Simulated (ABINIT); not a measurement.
# AlN (F-43m): a self-consistent loop beyond G0W0, cycle by cycle

Aim: iterate the self-energy on AlN (F-43m) and follow the gap from cycle to cycle.

Method: PBE and many-body steps on it, plane waves, in ABINIT 10.8.3.

This is a report of a sequence of runs, with most program output left out.

## Step 1: Set-up

It takes space group F-43m (No. 216, cubic). The conventional cell has a = 4.368 Å, b = 4.368 Å, c = 4.368 Å, α = 90.00°, β = 90.00°, γ = 90.00°. Nearest to Al lie 4 N at 1.89 Å. N has 4 Al at 1.89 Å nearest. Farther neighbours and most contacts between anions are not listed.

The cell and positions are those that the Materials Project relaxed with its own functionals (PBE, PBE+U or r2SCAN), kept fixed. This is not the form that AlN usually takes at ambient conditions.

## Step 2: Empty states on the mesh, 6×6×6 mesh, 33 bands

This step: ABINIT 10.8.3; DFT, PBE, plane waves, norm-conserving pseudopotentials.

The sums over transitions need many empty states on a uniform mesh; this step solves for them.

The input, run.abi:

```
acell 3*1.0 Angstrom
rprim 
  -0.000000000000 2.183993559600 2.183993559600
  2.183993559600 -0.000000000000 2.183993559600
  2.183993559600 2.183993559600 -0.000000000000
ntypat 2
znucl 13 7
natom 2
typat 1 2
xred 
  0.000000000000 0.000000000000 0.000000000000
  0.750000000000 0.750000000000 0.750000000000
pp_dirpath "pseudos"
pseudos "Al.upf, N.upf"
ecut 36
ngkpt 6 6 6
nshiftk 1
shiftk 0 0 0
kptopt 1
chksymbreak 0
iscf -2
irdden 1
istwfk *1
nband 33
nbdbuf 4
tolwfr 1e-09
nstep 60
prtvol 0
indata_prefix "in"
outdata_prefix "out"
tmpdata_prefix "tmp"
```

Command:

```bash
OMP_NUM_THREADS=1 mpirun -n 4 abinit run.abi > log
```

Wall time 6.4 s (4 MPI ranks of Arm Neoverse N1, shared host); peak memory 0.24 GiB.

Numbers from this step:

- gap: 3.325 eV
- k of the valence top: 0, 0, 0
- k of the conduction bottom: 0.5, 0.5, 0
- least direct gap: 4.192 eV
- k points computed: 16
- lowest point of the top converged band, above the valence top: 53.0189 eV

On this mesh the gap is 3.325 eV.

The density comes from a self-consistent run that is not shown.

## Step 3: Screening, 6×6×6 mesh, 29 bands, screening to 130.6 eV

The RPA dielectric matrix is built and inverted for each q.

This step: RPA screening on PBE, plane waves, norm-conserving pseudopotentials.

Edit run.abi of step 2 so:

```diff
@@ -20,10 +20,11 @@
 chksymbreak 0
-iscf -2
-irdden 1
 istwfk *1
-nband 33
-nbdbuf 4
-tolwfr 1e-09
-nstep 60
-prtvol 0
+occopt 1
+irdwfk 1
+optdriver 3
+nband 29
+ecuteps 4.8
+inclvkb 2
+awtr 1
+symchi 1
 indata_prefix "in"
```

Elapsed: 19 s, on 4 MPI ranks; peak memory 0.45 GiB; 77 s of CPU time.

Numbers from this step:

```
ε∞ with local fields, on this mesh, along the program's q direction : 4.359
the same without local fields                                       : 4.783
plasma frequency                                                    : 23.01 eV
plane waves in the screening matrix                                 : 65
```

Local fields lower ε∞ by 9 %.

## Step 4: G0W0

The self-energy is evaluated for the states that the input lists, and the levels follow from it, in one-shot runs by the linearised quasiparticle equation.

This step: G0W0 on PBE, plane waves, norm-conserving pseudopotentials.

Edit run.abi of step 3 so:

```diff
@@ -23,8 +23,17 @@
 irdwfk 1
-optdriver 3
+optdriver 4
 nband 29
+gwcalctyp 0
+ecutsigx 36
+symsigma 1
+nkptgw 2
+kptgw 
+  0.0000000000 0.0000000000 0.0000000000
+  0.5000000000 0.5000000000 0.0000000000
+bdgw 
+  2 8
+  3 6
 ecuteps 4.8
-inclvkb 2
-awtr 1
-symchi 1
+irdscr 1
+ppmodel 1
 indata_prefix "in"
```

The job ended after 4.4 s (4 MPI ranks; peak memory 0.44 GiB).

This step gave:

```
G0W0 gap on the points computed              : 4.276 eV
starting gap on the mesh                     : 3.325 eV
k of the valence top                         : 0, 0, 0
k of the conduction bottom                   : 0.5, 0.5, 0
Z at the valence top                         : 0.791
Z at the conduction bottom                   : 0.837
least direct G0W0 gap on the computed points : 5.441 eV
```

The gap on the mesh goes from 3.32 eV to 4.28 eV, a correction of +0.95 eV.

## Step 5: evGW0, cycle 1

This step: evGW0 on PBE, plane waves, norm-conserving pseudopotentials.

Edit run.abi of step 4 so:

```diff
@@ -25,12 +25,40 @@
 nband 29
-gwcalctyp 0
+gwcalctyp 10
 ecutsigx 36
 symsigma 1
-nkptgw 2
+nkptgw 16
 kptgw 
   0.0000000000 0.0000000000 0.0000000000
+  0.1666666667 0.0000000000 0.0000000000
+  0.3333333333 0.0000000000 0.0000000000
+  0.5000000000 0.0000000000 0.0000000000
+  0.1666666667 0.1666666667 0.0000000000
+  0.3333333333 0.1666666667 0.0000000000
+  0.5000000000 0.1666666667 0.0000000000
+  -0.3333333333 0.1666666667 0.0000000000
+  -0.1666666667 0.1666666667 0.0000000000
+  0.3333333333 0.3333333333 0.0000000000
+  0.5000000000 0.3333333333 0.0000000000
+  -0.3333333333 0.3333333333 0.0000000000
   0.5000000000 0.5000000000 0.0000000000
+  0.5000000000 0.3333333333 0.1666666667
+  -0.3333333333 0.3333333333 0.1666666667
+  -0.3333333333 0.5000000000 0.1666666667
 bdgw 
-  2 8
-  3 6
+  1 13
+  1 13
+  1 13
+  1 13
+  1 13
+  1 13
+  1 13
+  1 13
+  1 13
+  1 13
+  1 13
+  1 13
+  1 13
+  1 13
+  1 13
+  1 13
 ecuteps 4.8
```

It took 90 s on 4 MPI ranks; peak memory 0.84 GiB; 6 min of CPU time.

This step gave:

* quasiparticle gap on the mesh: 4.489 eV
* gap of the density functional on the mesh: 3.325 eV
* k of the valence top: 0, 0, 0
* k of the conduction bottom: 0.5, 0.5, 0
* Z at the valence top: 0.791
* Z at the conduction bottom: 0.837
* least direct quasiparticle gap on the computed points: 5.734 eV

Against G0W0 in ABINIT (6×6×6 mesh, 29 bands, screening to 130.6 eV, Godby-Needs plasmon pole), the gap moves by +0.213 eV. This first cycle still uses the starting levels; it takes the full correction, at all points of the mesh, and its linearised value is 4.276 eV.

## Step 6: evGW0, cycle 2

The corrected levels of the last cycle go back in.

Edit run.abi of step 5 so:

```diff
@@ -66,2 +66,3 @@
 ppmodel 1
+irdqps 1
 indata_prefix "in"
```

Wall time 90 s (4 MPI ranks); peak memory 0.84 GiB.

This step gave:

```
quasiparticle gap on the mesh                         : 4.481 eV
gap of the density functional on the mesh             : 3.325 eV
k of the valence top                                  : 0, 0, 0
k of the conduction bottom                            : 0.5, 0.5, 0
least direct quasiparticle gap on the computed points : 5.672 eV
```

Against the cycle before, the gap moves by −0.008 eV.

## Step 7: Screening, 6×6×6 mesh, 29 bands, screening to 130.6 eV

This step: RPA screening on PBE, plane waves, norm-conserving pseudopotentials.

The input, run.abi:

```
acell 3*1.0 Angstrom
rprim 
  -0.000000000000 2.183993559600 2.183993559600
  2.183993559600 -0.000000000000 2.183993559600
  2.183993559600 2.183993559600 -0.000000000000
ntypat 2
znucl 13 7
natom 2
typat 1 2
xred 
  0.000000000000 0.000000000000 0.000000000000
  0.750000000000 0.750000000000 0.750000000000
pp_dirpath "pseudos"
pseudos "Al.upf, N.upf"
ecut 36
ngkpt 6 6 6
nshiftk 1
shiftk 0 0 0
kptopt 1
chksymbreak 0
istwfk *1
occopt 1
irdwfk 1
optdriver 3
nband 29
ecuteps 4.8
inclvkb 2
awtr 1
symchi 1
gwcalctyp 10
mbpt_sciss 1.790 eV
nqptdm 1
qptdm 
  0 0 0
indata_prefix "in"
outdata_prefix "out"
tmpdata_prefix "tmp"
```

Wall time 3.5 s (4 MPI ranks); peak memory 0.37 GiB; 13 s of CPU time.

This step gave:

| Property | Result |
| --- | --- |
| ε∞ with local fields, on this mesh, along the program's q direction | 3.808 |
| the same without local fields | 4.130 |
| plasma frequency | 23.01 eV |
| plane waves in the screening matrix | 65 |

This screening uses the functional's bands under a rigid shift, the mean opening of the cycle before.

## Step 8: Screening, 6×6×6 mesh, 29 bands, screening to 130.6 eV

This step: RPA screening on PBE from quasiparticle energies, plane waves, norm-conserving pseudopotentials.

Edit run.abi of step 7 so:

```diff
@@ -29,7 +29,21 @@
 symchi 1
+irdqps 1
 gwcalctyp 10
-mbpt_sciss 1.790 eV
-nqptdm 1
+nqptdm 15
 qptdm 
-  0 0 0
+  0.1666666667 0.0000000000 0.0000000000
+  0.3333333333 0.0000000000 0.0000000000
+  0.5000000000 0.0000000000 0.0000000000
+  0.1666666667 0.1666666667 0.0000000000
+  0.3333333333 0.1666666667 0.0000000000
+  0.5000000000 0.1666666667 0.0000000000
+  -0.3333333333 0.1666666667 0.0000000000
+  -0.1666666667 0.1666666667 0.0000000000
+  0.3333333333 0.3333333333 0.0000000000
+  0.5000000000 0.3333333333 0.0000000000
+  -0.3333333333 0.3333333333 0.0000000000
+  0.5000000000 0.5000000000 0.0000000000
+  0.5000000000 0.3333333333 0.1666666667
+  -0.3333333333 0.3333333333 0.1666666667
+  -0.3333333333 0.5000000000 0.1666666667
 indata_prefix "in"
```

The input, mrgscr.stdin:

```
2
merged
q0_SCR
out_SCR
1
```

Command:

```bash
OMP_NUM_THREADS=1 mpirun -n 4 abinit run.abi > log; mrgscr < mrgscr.stdin
```

The job ended after 18 s (4 MPI ranks; peak memory 0.43 GiB).

Numbers from this step:

```
plasma frequency                    : 23.01 eV
plane waves in the screening matrix : 65
```

This screening reads the quasiparticle levels of the cycle before.

## Step 9: evGW, cycle 1

This step: evGW on PBE, plane waves, norm-conserving pseudopotentials.

Edit run.abi of step 8 so:

```diff
@@ -23,12 +23,10 @@
 irdwfk 1
-optdriver 3
+optdriver 4
 nband 29
-ecuteps 4.8
-inclvkb 2
-awtr 1
-symchi 1
-irdqps 1
 gwcalctyp 10
-nqptdm 15
-qptdm 
+ecutsigx 36
+symsigma 1
+nkptgw 16
+kptgw 
+  0.0000000000 0.0000000000 0.0000000000
   0.1666666667 0.0000000000 0.0000000000
@@ -48,2 +46,23 @@
   -0.3333333333 0.5000000000 0.1666666667
+bdgw 
+  1 13
+  1 13
+  1 13
+  1 13
+  1 13
+  1 13
+  1 13
+  1 13
+  1 13
+  1 13
+  1 13
+  1 13
+  1 13
+  1 13
+  1 13
+  1 13
+ecuteps 4.8
+irdscr 1
+ppmodel 1
+irdqps 1
 indata_prefix "in"
```

Command:

```bash
OMP_NUM_THREADS=1 mpirun -n 4 abinit run.abi > log
```

The job ended after 89 s (4 MPI ranks; peak memory 0.85 GiB; 6 min of CPU time).

Numbers from this step:

```yaml
quasiparticle_gap_on_the_mesh: 4.830 eV
gap_of_the_density_functional_on_the_mesh: 3.325 eV
k_of_the_valence_top: 0, 0, 0
k_of_the_conduction_bottom: 0.5, 0.5, 0
least_direct_quasiparticle_gap_on_the_computed_points: 6.034 eV
```

Against G0W0 in ABINIT (6×6×6 mesh, 29 bands, screening to 130.6 eV, Godby-Needs plasmon pole), the gap moves by +0.554 eV.

## Step 10: Screening, 6×6×6 mesh, 29 bands, screening to 130.6 eV

This step: RPA screening on PBE, plane waves, norm-conserving pseudopotentials.

The input, run.abi:

```
acell 3*1.0 Angstrom
rprim 
  -0.000000000000 2.183993559600 2.183993559600
  2.183993559600 -0.000000000000 2.183993559600
  2.183993559600 2.183993559600 -0.000000000000
ntypat 2
znucl 13 7
natom 2
typat 1 2
xred 
  0.000000000000 0.000000000000 0.000000000000
  0.750000000000 0.750000000000 0.750000000000
pp_dirpath "pseudos"
pseudos "Al.upf, N.upf"
ecut 36
ngkpt 6 6 6
nshiftk 1
shiftk 0 0 0
kptopt 1
chksymbreak 0
istwfk *1
occopt 1
irdwfk 1
optdriver 3
nband 29
ecuteps 4.8
inclvkb 2
awtr 1
symchi 1
gwcalctyp 10
mbpt_sciss 2.197 eV
nqptdm 1
qptdm 
  0 0 0
indata_prefix "in"
outdata_prefix "out"
tmpdata_prefix "tmp"
```

It took 3.5 s on 4 MPI ranks; peak memory 0.37 GiB.

This step gave:

| Quantity | Value |
| --- | --- |
| ε∞ with local fields, on this mesh, along the program's q direction | 3.71 |
| the same without local fields | 4.015 |
| plasma frequency | 23.01 eV |
| plane waves in the screening matrix | 65 |

This screening uses the functional's bands under a rigid shift, the mean opening of the cycle before.

## Step 11: Screening, 6×6×6 mesh, 29 bands, screening to 130.6 eV

This step: RPA screening on PBE from quasiparticle energies, plane waves, norm-conserving pseudopotentials.

Edit run.abi of step 10 so:

```diff
@@ -29,7 +29,21 @@
 symchi 1
+irdqps 1
 gwcalctyp 10
-mbpt_sciss 2.197 eV
-nqptdm 1
+nqptdm 15
 qptdm 
-  0 0 0
+  0.1666666667 0.0000000000 0.0000000000
+  0.3333333333 0.0000000000 0.0000000000
+  0.5000000000 0.0000000000 0.0000000000
+  0.1666666667 0.1666666667 0.0000000000
+  0.3333333333 0.1666666667 0.0000000000
+  0.5000000000 0.1666666667 0.0000000000
+  -0.3333333333 0.1666666667 0.0000000000
+  -0.1666666667 0.1666666667 0.0000000000
+  0.3333333333 0.3333333333 0.0000000000
+  0.5000000000 0.3333333333 0.0000000000
+  -0.3333333333 0.3333333333 0.0000000000
+  0.5000000000 0.5000000000 0.0000000000
+  0.5000000000 0.3333333333 0.1666666667
+  -0.3333333333 0.3333333333 0.1666666667
+  -0.3333333333 0.5000000000 0.1666666667
 indata_prefix "in"
```

mrgscr.stdin is that of step 8.

Command:

```bash
OMP_NUM_THREADS=1 mpirun -n 4 abinit run.abi > log; mrgscr < mrgscr.stdin
```

Elapsed: 18 s, on 4 MPI ranks; peak memory 0.43 GiB.

This step gave:

```
plasma frequency                    : 23.01 eV
plane waves in the screening matrix : 65
```

This screening reads the quasiparticle levels of the cycle before.

## Step 12: evGW, cycle 2

This step: evGW on PBE, plane waves, norm-conserving pseudopotentials.

Edit run.abi of step 11 so:

```diff
@@ -23,12 +23,10 @@
 irdwfk 1
-optdriver 3
+optdriver 4
 nband 29
-ecuteps 4.8
-inclvkb 2
-awtr 1
-symchi 1
-irdqps 1
 gwcalctyp 10
-nqptdm 15
-qptdm 
+ecutsigx 36
+symsigma 1
+nkptgw 16
+kptgw 
+  0.0000000000 0.0000000000 0.0000000000
   0.1666666667 0.0000000000 0.0000000000
@@ -48,2 +46,23 @@
   -0.3333333333 0.5000000000 0.1666666667
+bdgw 
+  1 13
+  1 13
+  1 13
+  1 13
+  1 13
+  1 13
+  1 13
+  1 13
+  1 13
+  1 13
+  1 13
+  1 13
+  1 13
+  1 13
+  1 13
+  1 13
+ecuteps 4.8
+irdscr 1
+ppmodel 1
+irdqps 1
 indata_prefix "in"
```

Command:

```bash
OMP_NUM_THREADS=1 mpirun -n 4 abinit run.abi > log
```

Run time: 89 s. Hardware: 4 MPI ranks; peak memory 0.84 GiB; 6 min of CPU time.

Numbers from this step:

```
quasiparticle gap on the mesh                         : 4.896 eV
gap of the density functional on the mesh             : 3.325 eV
k of the valence top                                  : 0, 0, 0
k of the conduction bottom                            : 0.5, 0.5, 0
least direct quasiparticle gap on the computed points : 6.093 eV
```

Against the cycle before, the gap moves by +0.066 eV.

## Step 13: Screening, 6×6×6 mesh, 29 bands, screening to 130.6 eV

This step: RPA screening on PBE, plane waves, norm-conserving pseudopotentials.

The input, run.abi:

```
acell 3*1.0 Angstrom
rprim 
  -0.000000000000 2.183993559600 2.183993559600
  2.183993559600 -0.000000000000 2.183993559600
  2.183993559600 2.183993559600 -0.000000000000
ntypat 2
znucl 13 7
natom 2
typat 1 2
xred 
  0.000000000000 0.000000000000 0.000000000000
  0.750000000000 0.750000000000 0.750000000000
pp_dirpath "pseudos"
pseudos "Al.upf, N.upf"
ecut 36
ngkpt 6 6 6
nshiftk 1
shiftk 0 0 0
kptopt 1
chksymbreak 0
istwfk *1
occopt 1
irdwfk 1
optdriver 3
nband 29
ecuteps 4.8
inclvkb 2
awtr 1
symchi 1
gwcalctyp 10
mbpt_sciss 2.266 eV
nqptdm 1
qptdm 
  0 0 0
indata_prefix "in"
outdata_prefix "out"
tmpdata_prefix "tmp"
```

Wall time 3.5 s (4 MPI ranks); peak memory 0.37 GiB; 13 s of CPU time.

This step gave:

```yaml
eps_infinity_with_local_fields_on_this_mesh_along_the_program_s_q_direction: 3.694
the_same_without_local_fields: 3.996
plasma_frequency: 23.01 eV
plane_waves_in_the_screening_matrix: 65
```

This screening uses the functional's bands under a rigid shift, the mean opening of the cycle before.

## Step 14: Screening, 6×6×6 mesh, 29 bands, screening to 130.6 eV

This step: RPA screening on PBE from quasiparticle energies, plane waves, norm-conserving pseudopotentials.

Edit run.abi of step 13 so:

```diff
@@ -29,7 +29,21 @@
 symchi 1
+irdqps 1
 gwcalctyp 10
-mbpt_sciss 2.266 eV
-nqptdm 1
+nqptdm 15
 qptdm 
-  0 0 0
+  0.1666666667 0.0000000000 0.0000000000
+  0.3333333333 0.0000000000 0.0000000000
+  0.5000000000 0.0000000000 0.0000000000
+  0.1666666667 0.1666666667 0.0000000000
+  0.3333333333 0.1666666667 0.0000000000
+  0.5000000000 0.1666666667 0.0000000000
+  -0.3333333333 0.1666666667 0.0000000000
+  -0.1666666667 0.1666666667 0.0000000000
+  0.3333333333 0.3333333333 0.0000000000
+  0.5000000000 0.3333333333 0.0000000000
+  -0.3333333333 0.3333333333 0.0000000000
+  0.5000000000 0.5000000000 0.0000000000
+  0.5000000000 0.3333333333 0.1666666667
+  -0.3333333333 0.3333333333 0.1666666667
+  -0.3333333333 0.5000000000 0.1666666667
 indata_prefix "in"
```

mrgscr.stdin is that of step 11.

Command:

```bash
OMP_NUM_THREADS=1 mpirun -n 4 abinit run.abi > log; mrgscr < mrgscr.stdin
```

It took 19 s on 4 MPI ranks; peak memory 0.43 GiB.

Numbers from this step:

```
plasma frequency                    : 23.01 eV
plane waves in the screening matrix : 65
```

This screening reads the quasiparticle levels of the cycle before.

## Step 15: evGW, cycle 3

This step: evGW on PBE, plane waves, norm-conserving pseudopotentials.

Edit run.abi of step 14 so:

```diff
@@ -23,12 +23,10 @@
 irdwfk 1
-optdriver 3
+optdriver 4
 nband 29
-ecuteps 4.8
-inclvkb 2
-awtr 1
-symchi 1
-irdqps 1
 gwcalctyp 10
-nqptdm 15
-qptdm 
+ecutsigx 36
+symsigma 1
+nkptgw 16
+kptgw 
+  0.0000000000 0.0000000000 0.0000000000
   0.1666666667 0.0000000000 0.0000000000
@@ -48,2 +46,23 @@
   -0.3333333333 0.5000000000 0.1666666667
+bdgw 
+  1 13
+  1 13
+  1 13
+  1 13
+  1 13
+  1 13
+  1 13
+  1 13
+  1 13
+  1 13
+  1 13
+  1 13
+  1 13
+  1 13
+  1 13
+  1 13
+ecuteps 4.8
+irdscr 1
+ppmodel 1
+irdqps 1
 indata_prefix "in"
```

Command:

```bash
OMP_NUM_THREADS=1 mpirun -n 4 abinit run.abi > log
```

Elapsed: 89 s, on 4 MPI ranks; peak memory 0.84 GiB.

Numbers from this step:

- quasiparticle gap on the mesh: 4.905 eV
- gap of the density functional on the mesh: 3.325 eV
- k of the valence top: 0, 0, 0
- k of the conduction bottom: 0.5, 0.5, 0
- least direct quasiparticle gap on the computed points: 6.103 eV

Against the cycle before, the gap moves by +0.009 eV.

## Step 16: Side by side

Times are wall times on 4 MPI ranks of Arm Neoverse N1, shared host, good to a factor of about two. A run's time includes the screening step that it read.

```tsv
run	mesh	bands	screening cutoff (eV)	DFT gap (eV)	gap on the mesh (eV)	direct (eV)	ε∞ used	time
G0W0	6×6×6	29	130.6	3.325	4.276	5.441	4.36	24 s
evGW0, cycle 1	6×6×6	29	130.6	3.325	4.489	5.734	4.36	1.8 min
evGW0, cycle 2	6×6×6	29	130.6	3.325	4.481	5.672	4.36	1.8 min
evGW, cycle 1	6×6×6	29	130.6	3.325	4.830	6.034	3.81	1.9 min
evGW, cycle 2	6×6×6	29	130.6	3.325	4.896	6.093	3.71	1.8 min
evGW, cycle 3	6×6×6	29	130.6	3.325	4.905	6.103	3.69	1.9 min
```

## Step 17: Results

| Quantity | Value |
| --- | --- |
| G0W0 | 4.276 eV |
| evGW0, cycle 1 | 4.489 eV |
| evGW0, cycle 2 | 4.481 eV |
| evGW, cycle 1 | 4.830 eV |
| evGW, cycle 2 | 4.896 eV |
| evGW, cycle 3 | 4.905 eV |
| known limits | not at the basis limit |

Only the bands that the input lists are updated; the others, empty or deep, keep the functional's energies or take a rigid shift. The evGW loop starts from the last levels of evGW0, so its cycles and time come on top of those. evGW0 ends at 4.48 eV, +0.20 eV from G0W0, after 2 cycles that took 3 min beside the first screening; the last moved the gap by 0.008 eV. evGW ends at 4.91 eV, +0.63 eV from G0W0, after 3 cycles that took 5.6 min beside the first screening; the last moved the gap by 0.009 eV. Bands and cutoff are finite, so the gap is not at the basis limit. The miss can reach some tenths of an eV and take either sign; the mesh is an error of its own. In the updated screening the q = 0 part is built from Kohn-Sham bands under a rigid shift, the other q from the quasiparticle levels.

[Paths, hosts, dates, memory and timing lines, banners, echoed tables and standing remarks are left out of the program output.]

[Logs are printed without paths, hosts, clocks, repeated set-up lines and the standing remarks that a program may print on its own settings, such as how far it seeks lower states.]

[Runs of the session that timed out or met a known fault of the program may be left out.]

[Hosts, paths, dates, database ids (printed as entryN), source tags and the programs' standing remarks are cut or masked in the printed files.]

[G0W0 gaps are taken among the corrected bands and points alone; a level outside them can change the order at an edge.]

[Where Ansatz stands beside ABINIT at settings called matched, ABINIT's density can come from a denser mesh and the files from another edition; pairs whose starting gaps differed by over 0.03 eV were left out, so agreement reads better than it is.]
